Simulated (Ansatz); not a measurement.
# A thicker film of In2O3 (0001) from four thinner ones

In a field along its normal an insulating film takes a dipole p. Written as a length, p/(ε₀AE), it should grow by 1 − 1/ε for each ångström added.

Set-up. Ansatz 0.2.0, plane waves with PAW datasets (its set soft_2), PBEsol; corundum films relaxed at a bulk in-plane lattice constant near the measured one, then held in weak fields of both signs with a dipole correction (A is the cell's area, E the outer field).

| run | distance between the outer atoms (Å) | p/(ε₀AE) (Å) |
| --- | --- | --- |
| 3 units | 4.930 | 5.842 |
| 4 units | 7.434 | 7.881 |
| 5 units | 9.991 | 9.889 |
| 6 units | 12.404 | 11.818 |
| 8 units | 17.268 | ? |

Q: Estimate the withheld value from the rows shown.

A least-squares line through the 4 rows shown has slope 0.7981 and intercept 1.9222; no row lies more than 0.026 Å off it. That slope means ε = 1/(1 − 0.7981) = 4.95. At 17.268 it gives 0.7981 × 17.268 + 1.9222 = 15.704 Å, beyond the rows fitted. Rounding and scatter of the rows alone allow about ±0.059 Å there.

The run itself gives 15.702 Å: a miss of −0.002 Å, or 0.0 % of the value. The length is met to within 1 %, though ε is more sensitive than the length: the two thickest films give ε = 4.96.

Caveats: This is the electronic response alone. A unit is one step of the cut along the normal (a plane, a pair of planes or a cell), and the layers relax along it, away from their bulk spacing where the functional's lattice constant differs from the one held.
